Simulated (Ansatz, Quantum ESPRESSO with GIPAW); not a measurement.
# Reading a 13C spectrum of C2H2O

A crystal of composition C2H2O (one database entry, not always the ambient form) has the 13C spectrum and parameters below, calculated by GIPAW (PBEsol; shifts against TMS, scatter of the reference line 0.8 ppm; spans on the shift scale).

Simulated spectrum: 13C MAS at 60 kHz, 20 T (214.2 MHz), lines broadened by 1.5 ppm; rigid lattice, with dipolar and J couplings left out. Lines over 1.5 % of the strongest (ppm: area): 381.8: 0.02, 352.0: 0.02, 160.7: 0.99, 101.7: 0.96, 71.8: 0.96, -1.7: 1.00, -178.5: 0.02, -208.3: 0.02.

```tsv
line	δ_iso (ppm)	relative area	span (ppm)	skew
A	160.7	1	129.8	-0.18
B	101.7	1	231.4	0.71
C	71.8	1	234.2	0.96
D	-1.7	1	24.0	0.75
```

What coordination and symmetry does each C site have?

The bonded neighbours set the region: A with O2C; B and C with C2; D with CH3. The structure behind these values (space group P-1; other structures could give like values):

```tsv
line	surroundings	neighbours	bonds (Å)	site symmetry
A	CO2C	3	1.25 to 1.42	1
B	2 C neighbours	2	1.22 to 1.44	1
C	2 C neighbours	2	1.22 to 1.42	1
D	CCH3	4	1.10 to 1.44	1
```

[Banner, clock, file and message-heading lines were taken out of the pw.x and gipaw.x logs.]

[Logs are printed without paths, hosts, clocks, repeated set-up lines and the standing remarks that a program may print on its own settings, such as how far it seeks lower states.]

[Hosts, paths, dates, database ids (printed as entryN), source tags and the programs' standing remarks are cut or masked in the printed files.]
